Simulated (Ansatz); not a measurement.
# LaGaO3 (Pm-3m): Grüneisen parameters

Does LaGaO3 (Pm-3m) expand much on heating, by its phonons?

Program: Ansatz 0.2.0. Level of theory: DFT PBEsol, scalar-relativistic, plane waves, PAW; PAW set soft_1. Values are calculated unless marked as measured.

## (1) The structure

Symmetry: Pm-3m, No. 221, cubic system. The conventional cell has a = 3.865 Å, b = 3.865 Å, c = 3.865 Å, α = 90.00°, β = 90.00°, γ = 90.00°. Nearest to La lie 12 O at 2.73 Å. Nearest to Ga lie 6 O at 1.93 Å. O has 2 Ga at 1.93 Å and 4 La at 2.73 Å nearest. Farther neighbours, and contacts between anions beyond the nearest, are not listed.

## (2) Response at finite wavevector

Stability and thermal properties need the whole zone. Linear response on a 4×4×4 q mesh gives force constants as far as a supercell of that size would, and the tensors from the zone-centre run are typed in so that the long-range dipole term is interpolated apart.

input.yaml

```yaml
crystal:
  lattice:
    - [3.8649841263, 0.0, 0.0]
    - [0.0, 3.8649841263, 0.0]
    - [0.0, 0.0, 3.8649841263]
  atoms:
    - { symbol: La, position: [0.5, 0.5, 0.5] }
    - { symbol: Ga, position: [0.0, 0.0, 0.0] }
    - { symbol: O, position: [0.0, 0.5, 0.0] }
    - { symbol: O, position: [0.0, 0.0, 0.5] }
    - { symbol: O, position: [0.5, 0.0, 0.0] }
kpoints:
  mp_grid: { grid: [8, 8, 8] }
hamiltonian:
  xc: pbesol
  pseudopotentials: { kind: paw, azcp: { folder: soft_1 }, xc_functional: pbe }
scf:
  occupations: { method: fixed }
output:
  eigenvalues: true
phonons:
  method: dfpt
  qmesh: [4, 4, 4]
  temperatures: { t_max: 1000, t_step: 50 }
  qpath:
    path:
      - [[0.0, 0.0, 0.0], [0.0, 0.5, 0.0], [0.5, 0.5, 0.0], [0.0, 0.0, 0.0], [0.5, 0.5, 0.5], [0.0, 0.5, 0.0]]
      - [[0.5, 0.5, 0.5], [0.5, 0.5, 0.0]]
    npoints: 10
  non_analytic_term:
    high_frequency_dielectric_tensor: [[5.2665, 0.0, 0.0], [0.0, 5.2665, 0.0], [0.0, 0.0, 5.2665]]
    born_effective_charges:
      - { species: La, tensor: [[4.4818, 0.0, 0.0], [0.0, 4.4818, 0.0], [0.0, 0.0, 4.4818]] }
      - { species: Ga, tensor: [[3.224, 0.0, 0.0], [0.0, 3.224, 0.0], [0.0, 0.0, 3.224]] }
      - { species: O, tensor: [[-2.4474, 0.0, 0.0], [0.0, -2.8111, 0.0], [0.0, 0.0, -2.4474]] }
      - { species: O, tensor: [[-2.4474, 0.0, 0.0], [0.0, -2.4474, 0.0], [0.0, 0.0, -2.8111]] }
      - { species: O, tensor: [[-2.8111, 0.0, 0.0], [0.0, -2.4474, 0.0], [0.0, 0.0, -2.4474]] }
    source: "zone-centre run at this cell"
```

On the command line:

```console
$ ansatz run input.yaml --threads 4 --pin off --max-ram 10240MiB --backend cpu --events-out ev --progress --plain --runs-dir out
```

Standard output:

```text
Engine: ansatz 0.2.0, aarch64-unknown-linux-gnu
Pseudopotentials: kind: paw
Pseudopotential: La, paw, valence charge 11, recommended cutoff 420 eV (normal), soft_1/La.paw.azcp
Pseudopotential: Ga, paw, valence charge 13, recommended cutoff 420 eV (normal), soft_1/Ga.paw.azcp
Pseudopotential: O, paw, valence charge 6, recommended cutoff 420 eV (normal), soft_1/O.paw.azcp
Functional definition: PBEsol
  exchange = pbesol_x
  correlation = pbesol_c
Crystal: 5 atoms, lattice volume = 57.736 Å³
Basis set: ecut = 420 eV, 1141 PW (Γ), exchange–correlation on 54×54×54 points (8 copies of the dense FFT grid, shifted against one another)
Bands: 26, of which v1, the nominal top of the filled ones, is band 21 counted from 1 (20 counted from 0)
Symmetry: 48 space group operations
k-points: 35 of 512
Non-local potential: La, projectors of the file, l = 0: 3, l = 1: 2, l = 2: 2, l = 3: 3
Non-local potential: Ga, projectors of the file, l = 0: 2, l = 1: 2, l = 2: 3, l = 3: 1
Non-local potential: O, projectors of the file, l = 0: 2, l = 1: 2, l = 2: 1
PAW form: soft (Blöchl's): semilocal exchange-correlation on the pseudo side does not see the compensation charge
PAW frozen core: La, regenerated for the run's functional, and the local potential with it (the file was generated under x = pbe(κ = 0.804, μ = 0.219515), c = pbe(β = 0.066725))
PAW frozen core: Ga, regenerated for the run's functional, and the local potential with it (the file was generated under x = pbe(κ = 0.804, μ = 0.219515), c = pbe(β = 0.066725))
PAW frozen core: O, regenerated for the run's functional, and the local potential with it (the file was generated under x = pbe(κ = 0.804, μ = 0.219515), c = pbe(β = 0.066725))
PAW one-centre angular grid: La, 590 points (default); XC on 64 Gauss nodes
PAW one-centre angular grid: Ga, 590 points (default); XC on 64 Gauss nodes
PAW one-centre angular grid: O, 110 points (default); XC on 64 Gauss nodes
Initial density: superposition of atomic densities (chi_scale 0.1, normalization cell, long waves kept (reshape's long-wave potential 0.00 eV rms))
Initial wavefunctions: pseudopotential atomic-orbital guess
Functional: x = pbesol(κ = 0.804, μ = 0.123457), c = pbesol(β = 0.046)
SCF iter   1: F=—  HF=-11593.449494 eV  |F-HF|=—  |Δ(HF+E_count)|=         —  Δρ=7.83e-2  dr2=1.91e0  ethr=3.10e-3  ⟨swp⟩=3.0  Hψ=3402  notcnv=0  defer=19
preconditioner: auto → Resta (q_TF=auto, 2.587 Å⁻¹)  ε∞=7.9  [insulator: Δε(μ)=2.392 eV  Ē_g=11.728 eV  n_scr=18 (ndim 8)  ℏωp=30.9 eV  f_vac=0.000  ε∞_Penn≈7.9]
SCF iter   2: F=—  HF=-11593.191132 eV  |F-HF|=—  |Δ(HF+E_count)|=   2.58e-1  Δρ=3.68e-2  dr2=3.99e-1  ethr=3.10e-3  ⟨swp⟩=3.7  Hψ=2134  notcnv=0  defer=47
SCF iter   3: F=—  HF=-11593.153842 eV  |F-HF|=—  |Δ(HF+E_count)|=   3.73e-2  Δρ=1.74e-2  dr2=9.58e-2  ethr=9.51e-4  ⟨swp⟩=2.0  Hψ=1742  notcnv=0  defer=25
SCF iter   4: F=—  HF=-11593.135170 eV  |F-HF|=—  |Δ(HF+E_count)|=   1.87e-2  Δρ=2.76e-3  dr2=3.14e-3  ethr=2.28e-4  ⟨swp⟩=2.4  Hψ=1707  notcnv=0  defer=74
SCF iter   5: F=—  HF=-11593.136619 eV  |F-HF|=—  |Δ(HF+E_count)|=   1.45e-3  Δρ=8.26e-4  dr2=2.89e-4  ethr=7.48e-6  ⟨swp⟩=2.2  Hψ=1716  notcnv=0  defer=103
SCF iter   6: F=—  HF=-11593.136531 eV  |F-HF|=—  |Δ(HF+E_count)|=   8.77e-5  Δρ=5.01e-4  dr2=8.73e-5  ethr=6.87e-7  ⟨swp⟩=2.0  Hψ=1638  notcnv=0  defer=103
SCF iter   7: F=—  HF=-11593.136470 eV  |F-HF|=—  |Δ(HF+E_count)|=   6.05e-5  Δρ=9.61e-5  dr2=3.81e-6  ethr=2.08e-7  ⟨swp⟩=2.0  Hψ=1491  notcnv=0  defer=104
SCF iter   8: F=—  HF=-11593.136478 eV  |F-HF|=—  |Δ(HF+E_count)|=   7.88e-6  Δρ=2.00e-5  dr2=2.57e-7  ethr=9.08e-9  ⟨swp⟩=2.0  Hψ=1575  notcnv=0  defer=93
SCF iter   9: F=—  HF=-11593.136478 eV  |F-HF|=—  |Δ(HF+E_count)|=   6.68e-8  Δρ=4.01e-6  dr2=7.09e-9  ethr=6.12e-10  ⟨swp⟩=2.1  Hψ=1482  notcnv=0  defer=70
SCF iter  10: F=—  HF=-11593.136478 eV  |F-HF|=—  |Δ(HF+E_count)|=   1.99e-9  Δρ=5.14e-7  dr2=1.58e-10  ethr=1.69e-11  ⟨swp⟩=2.0  Hψ=1587  notcnv=0  defer=64
SCF iter  11: F=—  HF=-11593.136478 eV  |F-HF|=—  |Δ(HF+E_count)|=  2.18e-11  Δρ=1.25e-7  dr2=1.03e-11  ethr=1.00e-12  ⟨swp⟩=2.4  Hψ=1623  notcnv=0  defer=65
SCF iter  12: F=-11593.136478 eV  HF=-11593.136478 eV  |F-HF|=3.64e-12  |Δ(HF+E_count)|=  7.28e-12  Δρ=4.33e-8  dr2=1.06e-12  ethr=1.00e-12  ⟨swp⟩=10.4  Hψ=5066  notcnv=0
SCF 1 converged in 12 iterations: F = -11593.136478 eV  dr2 = 1.06e-12
  greatest PAW one-centre occupation: 0.998 electrons in one spin orbital (limit 2), on the Ga atom at site 1 (counted from 0), in its partial waves of l = 2
NSCF: frozen V_eff on 35 k-points
NSCF: frozen V_eff on 125 k-points
DFPT response loops at q = (0, 0, 0) (fractional): preconditioner auto → none (the input reference at scf.mixing.eps_inf says where Resta's filter doesn't serve); β = 0.50; Broyden in place of MSR1
NSCF: frozen V_eff on 400 k-points
DFPT response loops at q = (0, 0, 0.25) (fractional): preconditioner auto → Resta (q_TF=auto, 2.587 Å⁻¹)  ε∞=4.2 (no band partly filled); β = 1.00, the filter's whole step (`scf.mixing.beta` (0.50) is not read by the response loops at its default; to damp them type it under 1.00, their step now; it binds the ground state too); Broyden in place of MSR1
NSCF: frozen V_eff on 250 k-points
DFPT response loops at q = (0, 0, -0.5) (fractional): mixed as the last ones told, above
NSCF: frozen V_eff on 640 k-points
DFPT response loops at q = (0, 0.25, 0.25) (fractional): mixed as the last ones told, above
NSCF: frozen V_eff on 400 k-points
DFPT response loops at q = (0, 0.25, -0.5) (fractional): mixed as the last ones told, above
NSCF: frozen V_eff on 250 k-points
DFPT response loops at q = (0, -0.5, -0.5) (fractional): mixed as the last ones told, above
NSCF: frozen V_eff on 1024 k-points
DFPT response loops at q = (0.25, 0.25, 0.25) (fractional): preconditioner auto → none (the input reference at scf.mixing.eps_inf says where Resta's filter doesn't serve); β = 0.50; Broyden in place of MSR1
NSCF: frozen V_eff on 640 k-points
DFPT response loops at q = (0.25, 0.25, -0.5) (fractional): preconditioner auto → Resta (q_TF=auto, 2.587 Å⁻¹)  ε∞=4.2 (no band partly filled); β = 1.00, the filter's whole step (`scf.mixing.beta` (0.50) is not read by the response loops at its default; to damp them type it under 1.00, their step now; it binds the ground state too); Broyden in place of MSR1
NSCF: frozen V_eff on 400 k-points
DFPT response loops at q = (0.25, -0.5, -0.5) (fractional): mixed as the last ones told, above
NSCF: frozen V_eff on 250 k-points
DFPT response loops at q = (-0.5, -0.5, -0.5) (fractional): preconditioner auto → none (the input reference at scf.mixing.eps_inf says where Resta's filter doesn't serve); β = 0.50; Broyden in place of MSR1
SCF converged after 12 iterations
Free energy (F): -11593.136478 eV
Harris-Foulkes:  -11593.136478 eV  (|F-HF|=3.64e-12)
Internal energy: -11593.136478 eV  (E = F + TS)
E sigma→0 (E₀):  -11593.136478 eV
Fermi energy:    11.551969 eV
--- Per-component energies (eV) ---
  E_band       = 75.637912
  E_kinetic    = 805.871031
  E_local      = -2418.787293  (includes V_loc(G=0)·N_el)
  E_nonlocal   = 162.280108
  E_hartree    = 1316.424277
  E_xc         = -418.033401
  E_vxc        = -475.073185  (∫ρ·V_xc dr)
  E_paw        = -7763.448487  (= ΣΔE_a)
  E_vpaw       = -631.503499  (= ΣTr[D̂ρ^β])
  E_aug_tail   = 0.002240  (compensation charges beyond the density's cutoff)
  E_ewald      = -3278.582831
  E_core_change = 1.137879  (= ΣΔE_core)
  E_smearing   = -0.000000  (= −TS)
  E_closure    = 0.000000  (closes the sum)
  Σ components = -11593.136478   (vs F -11593.136478, Δ=0.00e0)
--- Band table (eV; the first three rows and the last of 35) ---
  k-point 0: bands = [... 17 lower, 10.2006, 11.3217, 11.3217, 11.3217, 14.8989, 14.8989, 15.4525, 15.8440, ... 1 higher]
  k-point 1: bands = [... 17 lower, 10.1258, 10.9758, 11.2346, 11.2346, 15.0955, 15.1761, 15.8277, 15.9284, ... 1 higher]
  k-point 2: bands = [... 17 lower, 10.0230, 10.2329, 10.9980, 10.9980, 15.4207, 15.6290, 15.7916, 15.9779, ... 1 higher]
  k-point 34: bands = [... 17 lower, 11.5392, 11.5520, 11.5520, 11.5520, 15.7311, 15.7311, 15.7311, 15.9396, ... 1 higher]
--- Phonons (Γ-DFPT): 4 representative perturbations + reference (Σ response iterations 14) ---
  ASR residual: 3.761e-5 → 0.000e0 eV/Å²; symmetrization residual: 7.303e-7 eV/Å²
  ASR residual per site (eV/Å²): 1.02e-5 3.73e-5 3.76e-5 3.76e-5 3.76e-5
  Γ frequencies (cm⁻¹): 0.00 0.00 0.00 66.92 66.92 66.92 175.46 175.46 175.46 250.66 250.66 250.66 653.69 653.69 653.69
--- Phonons (arbitrary-q DFPT): 10 irreducible q on the 4×4×4 mesh ---
  q = [0.0000, 0.0000, 0.0000] (star 1, of the zone-centre solve; hermiticity 6.68e-8, symmetrization 1.36e-12): -0.00 -0.00 0.00 66.92 66.92 66.92 175.46 175.46 175.46 250.66 250.66 250.66 653.69 653.69 653.69
  q = [0.0000, 0.0000, 0.2500] (star 6, 9 solved perturbations in 1560 linear systems a pass and spin channel, the states on 200 of 512 k-point pairs; hermiticity 9.94e-8, symmetrization 1.20e-12): 49.54 49.54 111.04 111.04 128.52 205.33 205.33 218.20 223.01 251.68 251.68 452.27 653.53 653.53 703.39
  q = [0.0000, 0.0000, -0.5000] (star 3, 9 solved perturbations in 975 linear systems a pass and spin channel, the states on 125 of 512 k-point pairs; hermiticity 1.26e-7, symmetrization 1.04e-12): 57.32 57.32 142.01 142.01 179.59 235.53 235.53 250.35 250.35 250.61 263.19 455.74 653.39 653.39 690.84
  q = [0.0000, 0.2500, 0.2500] (star 12, 9 solved perturbations in 2460 linear systems a pass and spin channel, the states on 320 of 512 k-point pairs; hermiticity 5.73e-8, symmetrization 4.30e-14): 45.58 56.13 71.60 121.18 150.99 174.02 215.19 227.76 255.15 287.63 300.60 448.98 590.43 653.24 736.06
  q = [0.0000, 0.2500, -0.5000] (star 12, 15 solved perturbations on 200 of 512 k-point pairs; hermiticity 8.76e-8, symmetrization 7.28e-14): -54.47 59.30 78.26 120.58 177.36 190.31 248.39 252.20 257.14 310.66 328.73 446.03 558.22 652.93 739.65
  q = [0.0000, -0.5000, -0.5000] (star 3, 9 solved perturbations in 975 linear systems a pass and spin channel, the states on 125 of 512 k-point pairs; hermiticity 4.97e-8, symmetrization 1.34e-13): -174.98 59.63 73.22 73.22 200.64 232.33 232.33 267.54 267.54 352.75 352.75 438.10 491.05 652.44 752.24
  q = [0.2500, 0.2500, 0.2500] (star 8, 4 solved perturbations in 1376 linear systems a pass and spin channel, the states on 512 of 512 k-point pairs; hermiticity 4.45e-8, symmetrization 3.12e-13): -53.88 60.44 60.44 86.49 86.49 110.37 246.83 266.40 266.40 322.54 322.54 437.49 588.41 588.41 762.10
  q = [0.2500, 0.2500, -0.5000] (star 12, 9 solved perturbations in 2460 linear systems a pass and spin channel, the states on 320 of 512 k-point pairs; hermiticity 6.49e-8, symmetrization 2.23e-13): -113.68 22.59 68.03 79.07 106.41 108.44 254.61 267.84 308.01 339.70 344.97 426.81 541.39 586.31 768.94
  q = [0.2500, -0.5000, -0.5000] (star 6, 9 solved perturbations in 1560 linear systems a pass and spin channel, the states on 200 of 512 k-point pairs; hermiticity 8.00e-8, symmetrization 1.71e-13): -194.53 -89.60 -89.60 81.51 101.39 101.39 260.84 309.33 309.33 362.20 362.20 408.64 488.49 566.31 779.26
  q = [-0.5000, -0.5000, -0.5000] (star 1, 4 solved perturbations in 350 linear systems a pass and spin channel, the states on 125 of 512 k-point pairs; hermiticity 2.97e-8, symmetrization 2.80e-13): -212.99 -212.99 -212.99 94.43 94.43 94.43 311.92 311.92 311.92 373.91 373.91 373.91 485.80 485.80 789.62
  sum rule: each row above includes the acoustic sum rule's correction from the zone centre's row sums; it moved no ω² by more than (0.80 cm⁻¹)²
  mesh force constants: q→R imaginary residual 1.63e-18; ASR residual 3.761e-5 → 0.000e0 eV/Å²; symmetrization residual 2.132e-14 eV/Å²
  interpolated dispersion: 63 rows × 15 modes
  density of states and harmonic sums: on the 16×16×16 q-mesh, interpolated from the force constants of a 4×4×4 supercell (with the dipole–dipole term of supplied tensors)
  largest difference from the sums on the solved wave vectors: F 2.43e-2 eV, S 2.63e-5 and C_V 1.05e-5 eV/K
  zero-point energy: 0.267392 eV/cell   skipped modes (ω ≤ 0): 153, of them read as no rigid motion or as one in doubt: 150 (8.779e-1 modes/cell left out, lowest -212.99 cm⁻¹)   left out of the sums: 5.86e-2 of the cell's modes: C_V's classical limit lies that fraction below 3 k_B per atom; for a crystal, a wire or a layer, F and S can be off by more, and a phonons.interpolated_qmesh denser along its periods is the remedy for the sampling
```

Wall time 13 min (4 threads of Arm Neoverse V1, shared host); peak memory 2.3 GiB.

Read from the output:

```
gap on the k-mesh                                       : 3.347 eV
volume per atom                                         : 11.55 Å³
sum-rule residual before enforcement                    : 3.76e-5 eV/Å²
lowest frequency on the path                            : -213.0 cm⁻¹
point group                                             : m-3m
highest frequency on path, mesh or solved points        : 789.6 cm⁻¹
highest optical mode at the zone centre (no LO-TO term) : 653.7 cm⁻¹
lowest optical zone-centre mode                         : 66.92 cm⁻¹
lowest mode on the q mesh (acoustic modes at Γ apart)   : -213.0 cm⁻¹
```

Frequencies (cm⁻¹) solved at each irreducible wavevector; negative means imaginary. Frequencies by wavevector, by row:

| q in reciprocal lattice units | star | mode 1 | mode 2 | mode 3 | mode 4 | mode 13 | mode 14 | mode 15 |
| --- | --- | --- | --- | --- | --- | --- | --- | --- |
| 0 0 0 | 1 | 0 | 0 | 0 | 66.9 | 653.7 | 653.7 | 653.7 |
| 0 0 0.25 | 6 | 49.5 | 49.5 | 111 | 111 | 653.5 | 653.5 | 703.4 |
| 0 0 -0.5 | 3 | 57.3 | 57.3 | 142 | 142 | 653.4 | 653.4 | 690.8 |
| 0 0.25 0.25 | 12 | 45.6 | 56.1 | 71.6 | 121.2 | 590.4 | 653.2 | 736.1 |
| 0 0.25 -0.5 | 12 | -54.5 | 59.3 | 78.3 | 120.6 | 558.2 | 652.9 | 739.6 |
| 0 -0.5 -0.5 | 3 | -175 | 59.6 | 73.2 | 73.2 | 491.1 | 652.4 | 752.2 |
| 0.25 0.25 0.25 | 8 | -53.9 | 60.4 | 60.4 | 86.5 | 588.4 | 588.4 | 762.1 |
| 0.25 0.25 -0.5 | 12 | -113.7 | 22.6 | 68 | 79.1 | 541.4 | 586.3 | 768.9 |
| 0.25 -0.5 -0.5 | 6 | -194.5 | -89.6 | -89.6 | 81.5 | 488.5 | 566.3 | 779.3 |
| -0.5 -0.5 -0.5 | 1 | -213 | -213 | -213 | 94.4 | 485.8 | 485.8 | 789.6 |

Symmetry leaves 10 wavevectors to solve. The lowest mode among them, the acoustic zeros apart, lies at q = (-0.5, -0.5, -0.5) and is imaginary, 213.0i cm⁻¹, so the energy falls along it.

## (3) Relaxing at another volume, volume ratio 0.97

The volume is scaled by 0.97 and held; symmetry leaves nothing to relax, so this is a single point. The modes can then be followed against volume.

input.yaml, the sections that differ from step 2:

```yaml
crystal:
  lattice:
    - [3.8259412132, 0.0, 0.0]
    - [0.0, 3.8259412132, 0.0]
    - [0.0, 0.0, 3.8259412132]
  atoms:
    - { symbol: La, position: [0.5, 0.5, 0.5] }
    - { symbol: Ga, position: [0.0, 0.0, 0.0] }
    - { symbol: O, position: [0.0, 0.5, 0.0] }
    - { symbol: O, position: [0.0, 0.0, 0.5] }
    - { symbol: O, position: [0.5, 0.0, 0.0] }
output:
  forces: true
  stress: true
  eigenvalues: true
# kpoints, hamiltonian, scf: as in step 2
# phonons: removed
```

Standard output:

```text
[...]
Crystal: 5 atoms, lattice volume = 56.003 Å³
Basis set: ecut = 420 eV, 1045 PW (Γ), exchange–correlation on 54×54×54 points (8 copies of the dense FFT grid, shifted against one another)
Bands: 26, of which v1, the nominal top of the filled ones, is band 21 counted from 1 (20 counted from 0)
Symmetry: 48 space group operations
[...]
k-points: 35 of 512
[...]
k-point 0: bands = [... 17 lower, 10.6111, 11.8149, 11.8149, 11.8149, 15.4216, 15.4216, 16.3251, 16.4880, ... 1 higher]
  k-point 1: bands = [... 17 lower, 10.5344, 11.4755, 11.7231, 11.7231, 15.6338, 15.7191, 16.4700, 16.6886, ... 1 higher]
  k-point 2: bands = [... 17 lower, 10.4349, 10.7296, 11.4749, 11.4749, 16.0061, 16.2304, 16.4304, 16.6316, ... 1 higher]
  k-point 34: bands = [... 17 lower, 12.0206, 12.0206, 12.0839, 12.0839, 16.3681, 16.3681, 16.3681, 16.5926, ... 1 higher]
[key lines of the parts left out:]
SCF converged after 9 iterations
Free energy (F): -11593.103057 eV
Fermi energy:    12.083904 eV
P = ⅓ Tr σ = 6.3370 GPa (63.370 kbar)
```

It took 1.2 s on 4 threads; peak memory 0.39 GiB; 4.2 s of CPU time.

Numbers from this step:

```
pressure           : 6.337 GPa
gap on the k-mesh  : 3.338 eV
volume per atom    : 11.20 Å³
direct gap on mesh : 3.607 eV
```

At this level the gap is 3.34 eV on the k-mesh of the self-consistent run, which can miss the band edges.

(Part 1 of 2 ends here.)

[Long decimals in the printed logs are rounded to 6 places.]

[Logs are printed without paths, hosts, clocks, repeated set-up lines and the standing remarks that a program may print on its own settings, such as how far it seeks lower states.]

[Hosts, paths, dates, database ids (printed as entryN), source tags and the programs' standing remarks are cut or masked in the printed files.]

[Where the starting crystal was built by hand or by swapping elements, it need not be the compound's stable phase.]
